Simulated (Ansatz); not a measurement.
**Y (model cell, started as body-centred cubic): from the cell to its phonons**

Wanted: phonon frequencies of Y (model cell, started as body-centred cubic) and what follows from them.

Main program and level: Ansatz 0.2.0; DFT PBE, scalar-relativistic, plane waves, PAW; PAW set soft_1.

This is not the structure that Y takes at ambient pressure and room temperature (hexagonal, No. 194); it is a model or a phase of other conditions.

**1. Starting point**

The structure is cubic, space group Im-3m (No. 229). Conventional cell: a = 4.000 Å, b = 4.000 Å, c = 4.000 Å, α = 90.00°, β = 90.00°, γ = 90.00°. Nearest to Y lie 8 Y at 3.46 Å.

**2. Bringing the structure to rest**

Harmonic phonons are second derivatives at a point where the forces vanish, and they are wanted at zero stress, so atoms and cell are relaxed first.

input.yaml reads:

```yaml
crystal:
  lattice:
    - [-2.0, 2.0, 2.0]
    - [2.0, -2.0, 2.0]
    - [2.0, 2.0, -2.0]
  atoms:
    - { symbol: "Y", position: [0.0, 0.0, 0.0] }
kpoints:
  mp_grid: { grid: [14, 14, 14] }
hamiltonian:
  xc: pbe
  pseudopotentials: { kind: paw, azcp: { folder: soft_1 } }
scf:
  occupations: { method: gaussian, width: 0.1 }
output:
  forces: true
  stress: true
  eigenvalues: true
  write_density: true
  write_potential: true
  elf: true
  volumetric_format: npy
relax:
  adjacent_minimum: "off"
  f_tol: 0.005
  max_steps: 80
  cell: { stress_tol: 0.05 }
```

Run with:

```
$ ansatz run input.yaml --threads 8 --pin off --max-ram 16384MiB --backend cpu --events-out ev --progress --plain --runs-dir out
```

Numbers of over 12 decimals in the logs are rounded to 6 here.

The log of the run:

```text
Engine: ansatz 0.2.0, aarch64-unknown-linux-gnu
Pseudopotentials: kind: paw
Pseudopotential: Y, paw, valence charge 11, recommended cutoff 420 eV (normal), soft_1/Y.paw.azcp
Functional definition: PBE
  parameter kappa = 0.804
  parameter beta = 0.066725
  exchange = pbe_x(kappa = kappa, mu = beta*pi^2/3)
  correlation = pbe_c(beta = beta)
Crystal: 1 atoms, lattice volume = 32.000 Å³
Basis set: ecut = 420 eV, 627 PW (Γ), exchange–correlation on 48×48×48 points (8 copies of the dense FFT grid, shifted against one another)
Bands: 10, of which v1, the nominal top of the filled ones, is band 6 counted from 1 (5 counted from 0)
Symmetry: 48 space group operations
Space group: Im-3m (ITA 229), of the structure as read, at distance tolerance 3.2e-5 Å
k-points: 104 of 2744
Non-local potential: Y, projectors of the file, l = 0: 3, l = 1: 2, l = 2: 2, l = 3: 1
PAW form: soft (Blöchl's): semilocal exchange-correlation on the pseudo side does not see the compensation charge
PAW one-centre angular grid: Y, 590 points (default); XC on 64 Gauss nodes
Initial density: superposition of atomic densities (chi_scale 0.1, normalization cell)
Initial wavefunctions: pseudopotential atomic-orbital guess
Functional: x = pbe(κ = 0.804, μ = 0.219515), c = pbe(β = 0.066725)
SCF iter   1: F=—  HF=-3848.597960 eV  |F-HF|=—  |Δ(HF+E_count)|=         —  Δρ=1.54e-2  dr2=1.11e-1  ethr=3.10e-3  ⟨swp⟩=5.0  Hψ=5841  notcnv=0
preconditioner: auto → Kerker (q_TF=auto, 2.283 Å⁻¹)  [metal: Δε(μ)=0.011 eV  Ē_g=4.500 eV  σ=0.100 eV  W_gap=0.06  n_scr=12 (ndim 8)  ℏωp=11.4 eV  f_vac=0.000  D(μ)=2.35/eV (n_scr^D=18)]
SCF iter   2: F=—  HF=-3848.581097 eV  |F-HF|=—  |Δ(HF+E_count)|=   1.69e-2  Δρ=9.92e-3  dr2=4.67e-2  ethr=1.01e-3  ⟨swp⟩=1.8  Hψ=2017  notcnv=0  defer=5
SCF iter   3: F=—  HF=-3848.570468 eV  |F-HF|=—  |Δ(HF+E_count)|=   1.06e-2  Δρ=1.44e-3  dr2=5.66e-4  ethr=4.24e-4  ⟨swp⟩=3.0  Hψ=1995  notcnv=0  defer=5
SCF iter   4: F=—  HF=-3848.570510 eV  |F-HF|=—  |Δ(HF+E_count)|=   4.18e-5  Δρ=1.97e-4  dr2=9.28e-6  ethr=5.14e-6  ⟨swp⟩=1.2  Hψ=1062  notcnv=0  defer=5
SCF iter   5: F=—  HF=-3848.570514 eV  |F-HF|=—  |Δ(HF+E_count)|=   3.81e-6  Δρ=4.37e-5  dr2=2.75e-7  ethr=8.43e-8  ⟨swp⟩=2.5  Hψ=1599  notcnv=0  defer=5
SCF iter   6: F=-3848.570514 eV  HF=-3848.570514 eV  |F-HF|=5.27e-9  |Δ(HF+E_count)|=   1.79e-7  Δρ=5.80e-6  dr2=5.48e-9  ethr=9.09e-10  ⟨swp⟩=8.9  Hψ=6103  notcnv=0
SCF 1 converged in 6 iterations: F = -3848.570514 eV  dr2 = 5.48e-9
  greatest PAW one-centre occupation: 0.993 electrons in one spin orbital (limit 2), on the Y atom at site 0 (counted from 0), in its partial waves of l = 0
relax step   1: F+E_penalty+E_count = -3848.57051385 eV  Δ(F+E_penalty+E_count) = +0.000e0 eV  max|allowed force component| = 0.000e0 eV/Å  Δτ_max = 0.0000 Å  P = +1.218 GPa  Ω = 32.000 Å³  (6 SCF iters, dr2 threshold 1.00e-7 eV, accepted)
Crystal: 1 atoms, lattice volume = 32.897 Å³
Initial density: handed on by an earlier stage of this run
Initial wavefunctions: those handed on with the density
iter 1 solved again at ethr=2.79e-7 eV; its pass at ethr=3.10e-3 eV (dr2=3.07e-5 eV) is discarded
SCF iter   1: F=—  HF=-3848.574074 eV  |F-HF|=—  |Δ(HF+E_count)|=         —  Δρ=4.24e-4  dr2=3.04e-5  ethr=2.79e-7  ⟨swp⟩=2.4  Hψ=7774  notcnv=0
preconditioner: auto → Kerker (q_TF=auto, 2.273 Å⁻¹)  [metal: Δε(μ)=0.012 eV  Ē_g=4.292 eV  σ=0.100 eV  W_gap=0.07  n_scr=12 (ndim 8)  ℏωp=11.2 eV  f_vac=0.000  D(μ)=2.49/eV (n_scr^D=18)]
SCF iter   2: F=—  HF=-3848.574079 eV  |F-HF|=—  |Δ(HF+E_count)|=   4.73e-6  Δρ=2.48e-4  dr2=1.16e-5  ethr=2.76e-7  ⟨swp⟩=1.0  Hψ=1040  notcnv=0
SCF iter   3: F=—  HF=-3848.574084 eV  |F-HF|=—  |Δ(HF+E_count)|=   4.74e-6  Δρ=2.98e-5  dr2=2.83e-7  ethr=1.06e-7  ⟨swp⟩=2.6  Hψ=1353  notcnv=0
SCF iter   4: F=-3848.574084 eV  HF=-3848.574084 eV  |F-HF|=2.95e-9  |Δ(HF+E_count)|=   7.78e-8  Δρ=3.91e-6  dr2=2.94e-9  ethr=9.09e-10  ⟨swp⟩=8.5  Hψ=6101  notcnv=0
SCF 2 converged in 4 iterations: F = -3848.574084 eV  dr2 = 2.94e-9
relax step   2: F+E_penalty+E_count = -3848.57408390 eV  Δ(F+E_penalty+E_count) = -3.570e-3 eV  max|allowed force component| = 0.000e0 eV/Å  Δτ_max = 0.0000 Å  P = +0.089 GPa  Ω = 32.897 Å³  energy of the carried Pulay correction = -2.900e-5 eV  (4 SCF iters, dr2 threshold 1.00e-7 eV, accepted)
Crystal: 1 atoms, lattice volume = 32.969 Å³
iter 1 solved again at ethr=1.64e-9 eV; its pass at ethr=3.10e-3 eV (dr2=1.81e-7 eV) is discarded
SCF iter   1: F=—  HF=-3848.574103 eV  |F-HF|=—  |Δ(HF+E_count)|=         —  Δρ=3.36e-5  dr2=2.15e-7  ethr=1.64e-9  ⟨swp⟩=2.6  Hψ=7401  notcnv=0
preconditioner: auto → Kerker (q_TF=auto, 2.272 Å⁻¹)  [metal: Δε(μ)=0.013 eV  Ē_g=4.284 eV  σ=0.100 eV  W_gap=0.07  n_scr=12 (ndim 8)  ℏωp=11.2 eV  f_vac=0.000  D(μ)=2.50/eV (n_scr^D=18)]
SCF iter   2: F=—  HF=-3848.574102 eV  |F-HF|=—  |Δ(HF+E_count)|=   5.22e-7  Δρ=2.03e-5  dr2=8.74e-8  ethr=1.64e-9  ⟨swp⟩=1.0  Hψ=1040  notcnv=0
SCF iter   3: F=-3848.574102 eV  HF=-3848.574102 eV  |F-HF|=3.37e-10  |Δ(HF+E_count)|=   3.66e-8  Δρ=2.24e-6  dr2=1.40e-9  ethr=1.79e-10  ⟨swp⟩=5.1  Hψ=5079  notcnv=0
SCF 3 converged in 3 iterations: F = -3848.574102 eV  dr2 = 1.40e-9
relax step   3: F+E_penalty+E_count = -3848.57410230 eV  Δ(F+E_penalty+E_count) = -1.840e-5 eV  max|allowed force component| = 0.000e0 eV/Å  Δτ_max = 0.0000 Å  P = +0.003 GPa  Ω = 32.969 Å³  energy of the carried Pulay correction = -3.129e-5 eV  (3 SCF iters, dr2 threshold 1.97e-8 eV, accepted)
Initial wavefunctions: pseudopotential atomic-orbital guess (no wavefunctions were taken with the density)
iter 1 solved again at ethr=7.92e-8 eV; its pass at ethr=3.10e-3 eV (dr2=8.71e-6 eV) is discarded
SCF iter   1: F=—  HF=-3848.574134 eV  |F-HF|=—  |Δ(HF+E_count)|=         —  Δρ=2.61e-5  dr2=1.52e-8  ethr=7.92e-8  ⟨swp⟩=3.0  Hψ=9047  notcnv=0
SCF iter   2: F=—  HF=-3848.574133 eV  |F-HF|=—  |Δ(HF+E_count)|=   2.68e-7  Δρ=1.35e-5  dr2=4.27e-9  ethr=1.38e-10  ⟨swp⟩=2.1  Hψ=1446  notcnv=0
SCF iter   3: F=—  HF=-3848.574134 eV  |F-HF|=—  |Δ(HF+E_count)|=   1.54e-7  Δρ=4.77e-7  dr2=4.93e-11  ethr=3.88e-11  ⟨swp⟩=2.2  Hψ=1222  notcnv=0
SCF iter   4: F=-3848.574134 eV  HF=-3848.574134 eV  |F-HF|=4.55e-13  |Δ(HF+E_count)|=  3.37e-11  Δρ=1.19e-7  dr2=3.55e-12  ethr=1.00e-12  ⟨swp⟩=5.3  Hψ=3703  notcnv=0
SCF 4 converged in 4 iterations: F = -3848.574134 eV  dr2 = 3.55e-12
relax step   4: F+E_penalty+E_count = -3848.57413350 eV  Δ(F+E_penalty+E_count) = -3.121e-5 eV  max|allowed force component| = 0.000e0 eV/Å  Δτ_max = 0.0000 Å  P = +0.003 GPa  Ω = 32.969 Å³  stress off target by 2.59e-3 GPa  SCF on the basis re-selected at this cell (its energy is not comparable with the rows above)  (4 SCF iters)
basis re-selected at this cell: Δ(F+E_penalty+E_count) = -3.121e-5 eV, ΔP = -0.000 GPa vs the last step (what re-selecting the basis moved, of the pressure what is left beyond the Pulay correction that the steps carried, after the strain that the cell walked since its last selection, with what the two solves' SCF thresholds leave and, on support functions, any second-order correction that the steps lacked; it is no measure of the basis error at this ecutwfc). This SCF's stress stands 2.59e-3 GPa from its target on what of the cell is left free (relax.cell.stress_tol is 5.00e-2 GPa) and its largest allowed force component is 0.00e0 eV/Å (relax.f_tol is 5.00e-3 eV/Å): [rest of the remark cut]
SCF converged after 4 iterations
Free energy (F): -3848.574134 eV
Harris-Foulkes:  -3848.574134 eV  (|F-HF|=4.55e-13)
Internal energy: -3848.561629 eV  (E = F + TS)
E sigma→0 (E₀):  -3848.567881 eV
Entropy (-TS):   -0.012504 eV (-12.504 meV/atom)
Fermi energy:    9.471391 eV
--- Per-component energies (eV) ---
  E_band       = -122.114822
  E_kinetic    = 315.090167
  E_local      = -602.691575  (includes V_loc(G=0)·N_el)
  E_nonlocal   = 26.869732
  E_hartree    = 190.850773
  E_xc         = -178.274833
  E_vxc        = -204.997284  (∫ρ·V_xc dr)
  E_paw        = -2815.645967  (= ΣΔE_a)
  E_vpaw       = -38.087450  (= ΣTr[D̂ρ^β])
  E_aug_tail   = 0.000022  (compensation charges beyond the density's cutoff)
  E_ewald      = -784.759950
  E_smearing   = -0.012504  (= −TS)
  E_closure    = 0.000000  (closes the sum)
  Σ components = -3848.574134   (vs F -3848.574134, Δ=0.00e0)
--- Forces (eV/Å), atoms counted from 1 ---
  atom   1  Y     -0.00000000     0.00000000     0.00000000
  max |Σ_I F_I| component: 2.63e-31 eV/Å
--- Stress (GPa, compression-positive) ---
        0.002585       0.000000      -0.000000
        0.000000       0.002585       0.000000
        0.000000      -0.000000       0.002585
  P = ⅓ Tr σ = 0.0026 GPa (0.026 kbar)
--- Band table (eV; the first three rows and the last of 104) ---
  k-point 0: bands = ["-33.3702", "-13.0801", "-13.0801", "-13.0801", "4.6983", "11.1276", "11.1276", "11.1276", "13.0332", "13.0332"]
  k-point 1: bands = ["-33.3670", "-13.1084", "-13.0889", "-13.0802", "4.8300", "11.0301", "11.0828", "11.2552", "12.8841", "13.0307"]
  k-point 2: bands = ["-33.3578", "-13.1869", "-13.1135", "-13.0806", "5.2088", "10.7765", "10.8853", "11.6320", "12.6556", "13.0377"]
  k-point 103: bands = ["-33.2550", "-13.4577", "-13.4577", "-13.4577", "8.0163", "8.0163", "14.7209", "14.7209", "14.7209", "14.8894"]
--- Relaxed structure (3 steps of the walk, 3 accepted, 1 SCFs on fresh bases) ---
  F+E_penalty+E_count = -3848.57413350 eV   max|allowed force component| = 0.000e0 eV/Å   (the final SCF, on the basis selected at the relaxed cell)
  cell:  # Å, volume = 32.9694 Å³
    - [-2.019995, 2.019995, 2.019995]
    - [2.019995, -2.019995, 2.019995]
    - [2.019995, 2.019995, -2.019995]
  atoms:
    - { symbol: Y, position: [0.0, 0.0, 0.0] }
```

Run time: 1.5 s. Hardware: 8 threads of Arm Neoverse V1, shared host; peak memory 0.35 GiB; 8.7 s of CPU time.

Relaxation path:

```
step  energy less that of the first step (eV)  largest force component (eV/Å)  pressure (GPa)  volume (Å³)
   1                                   0.0000                          0.0000            1.22        32.00
   2                                  -0.0036                          0.0000            0.09        32.90
   3                                  -0.0036                          0.0000            0.00        32.97
  4*                                  -0.0036                          0.0000            0.00        32.97
```

Relaxation steps marked * repeat the geometry before them on a plane-wave basis chosen anew for their cell, so energy and pressure can jump there.

```
conventional cell, symmetrised  before  after  change
                         a (Å)   4.000  4.040  +1.0 %
                         b (Å)   4.000  4.040  +1.0 %
                         c (Å)   4.000  4.040  +1.0 %
              volume (Å³/atom)   32.00  32.97  +3.0 %
```

Final coordinates:

```
Y
1.0
    -2.01999    2.01999    2.01999
     2.01999   -2.01999    2.01999
     2.01999    2.01999   -2.01999
Y
1
Direct
  0.00000 0.00000 0.00000
```

Numbers from this step:

```yaml
pressure: 0.002585 GPa
volume_per_atom: 32.97 Å³
gap_on_the_k_mesh: 0 eV
```

Electrostatic potential energy in the ac plane of the conventional cell at fractional y = 0.000, with atoms of Y within 0.2 Å of it. With pseudopotentials it is smooth inside the atoms' cores, unlike the true potential.

Values in eV, 14 rows by 14 columns, each cell a mean:
```
-48 -46 -34 -11   4   9  11  12  11   7   0 -21 -41 -48
-43 -37 -23  -4   6  10  12  12  11   8   3 -11 -30 -41
-24 -18  -7   3   8  10  12  12  11  10   6   0 -11 -21
 -1   1   4   7  10  11  12  12  12  11   9   6   3   0
  7   8   9  10  11  12  12  12  12  11  11  10   8   7
 11  11  11  12  12  12  12  12  12  12  12  11  11  11
 12  12  12  12  12  12  12  12  12  12  12  12  12  12
 11  11  12  12  12  12  12  12  12  12  12  12  12  11
  9   9  10  11  11  12  12  12  12  12  11  10  10   9
  3   4   6   9  10  11  12  12  12  11  10   8   6   4
-13  -8  -1   5   9  11  12  12  12  10   7   3  -4 -11
-37 -31 -16  -1   6  10  12  12  11   9   4  -7 -23 -34
-47 -44 -31  -8   4   9  11  12  11   8   1 -18 -37 -46
-48 -47 -37 -13   3   9  11  12  11   7  -1 -24 -43 -48
```
Columns run along a (4.0 Å; values clipped at the 3rd and 97th percentile), rows up along c (4.0 Å), edges of the conventional cell, whose origin can differ from the input's. Atoms in or near the plane, at fractional coordinates: Y at (0.00, 0.00).

Valence density in the ac plane of the conventional cell at fractional y = 0.000, with atoms of Y within 0.2 Å of it. It is the smooth field of the valence electrons, not physical close to the nuclei.

Ten even steps from '0' (0.1 e/Å³) to '9' (3.4 e/Å³), each cell a mean:
```
99610000000389
87310000000158
42100000000013
00000000000000
00000000000000
00000000000000
00000000000000
00000000000000
00000000000000
00000000000000
21000000000011
75200000000136
98510000000279
89720000000489
```
Columns run along a (4.0 Å), rows up along c (4.0 Å), edges of the conventional cell, whose origin can differ from the input's. Atoms in or near the plane, at fractional coordinates: Y at (0.00, 0.00).

ELF in the ac plane of the conventional cell at fractional y = 0.000, with atoms of Y within 0.2 Å of it. It is the smooth field of the valence electrons, not physical close to the nuclei.

Ten even steps from '0' (0.14) to '9' (0.84), each cell a mean:
```
79961145302898
99830156300599
87400356410258
32001466530002
00124566653100
33456666665433
55666666666665
44566666666554
11235666654311
10002566641001
65200366520036
99720256410489
89950145302799
48961145303897
```
Columns run along a (4.0 Å), rows up along c (4.0 Å), edges of the conventional cell, whose origin can differ from the input's. Atoms in or near the plane, at fractional coordinates: Y at (0.00, 0.00).

In this step the volume went from 32.00 to 32.97 Å³/atom.

**3. Tight relaxation**

Phonons need a cell at rest on their own settings, so the relaxation is repeated with tight tolerances on forces and stress, using the mesh and the filling of the phonon run that follows.

input.yaml reads:

```yaml
crystal:
  lattice:
    - [-2.0199948569, 2.0199948569, 2.0199948569]
    - [2.0199948569, -2.0199948569, 2.0199948569]
    - [2.0199948569, 2.0199948569, -2.0199948569]
  atoms:
    - { symbol: "Y", position: [0.0, 0.0, 0.0] }
kpoints:
  mp_grid: { grid: [16, 16, 16] }
hamiltonian:
  xc: pbe
  pseudopotentials: { kind: paw, azcp: { folder: soft_1 } }
scf:
  occupations: { method: methfessel_paxton, width: 0.2 }
output:
  forces: true
  stress: true
  eigenvalues: true
relax:
  adjacent_minimum: "off"
  f_tol: 0.001
  max_steps: 60
  cell: { stress_tol: 0.01 }
```

The log of the run:

```text
[...]
Crystal: 1 atoms, lattice volume = 32.969 Å³
Basis set: ecut = 420 eV, 627 PW (Γ), exchange–correlation on 48×48×48 points (8 copies of the dense FFT grid, shifted against one another)
Bands: 10, of which v1, the nominal top of the filled ones, is band 6 counted from 1 (5 counted from 0)
Symmetry: 48 space group operations
[...]
k-points: 145 of 4096
[...]
P = ⅓ Tr σ = 0.0023 GPa (0.023 kbar)
--- Band table (eV; the first three rows and the last of 145) ---
[...]
--- Relaxed structure (1 steps of the walk, 1 accepted, 1 SCFs on fresh bases) ---
[...]
cell:  # Å, volume = 32.9694 Å³
    - [-2.0199948569, 2.0199948569, 2.0199948569]
    - [2.0199948569, -2.0199948569, 2.0199948569]
    - [2.0199948569, 2.0199948569, -2.0199948569]
  atoms:
    - { symbol: Y, position: [0.0, 0.0, 0.0] }
[key lines of the parts left out:]
SCF converged after 5 iterations
Free energy (F): -3848.567345 eV
Fermi energy:    9.476635 eV
```

It took 1.1 s on 8 threads; peak memory 0.36 GiB.

Little changed from the start: no atom moved by 0.005 Å and no cell edge by 0.1 %.

Numbers from this step:

```yaml
pressure: 0.002286 GPa
```

The forces vanish by symmetry and the pressure is 0.002 GPa, within the tolerances set. The cell now holds 32.97 Å³/atom.

[end of part 1 of 2]

[Logs are printed without paths, hosts, clocks, repeated set-up lines and the standing remarks that a program may print on its own settings, such as how far it seeks lower states.]

[Hosts, paths, dates, database ids (printed as entryN), source tags and the programs' standing remarks are cut or masked in the printed files.]
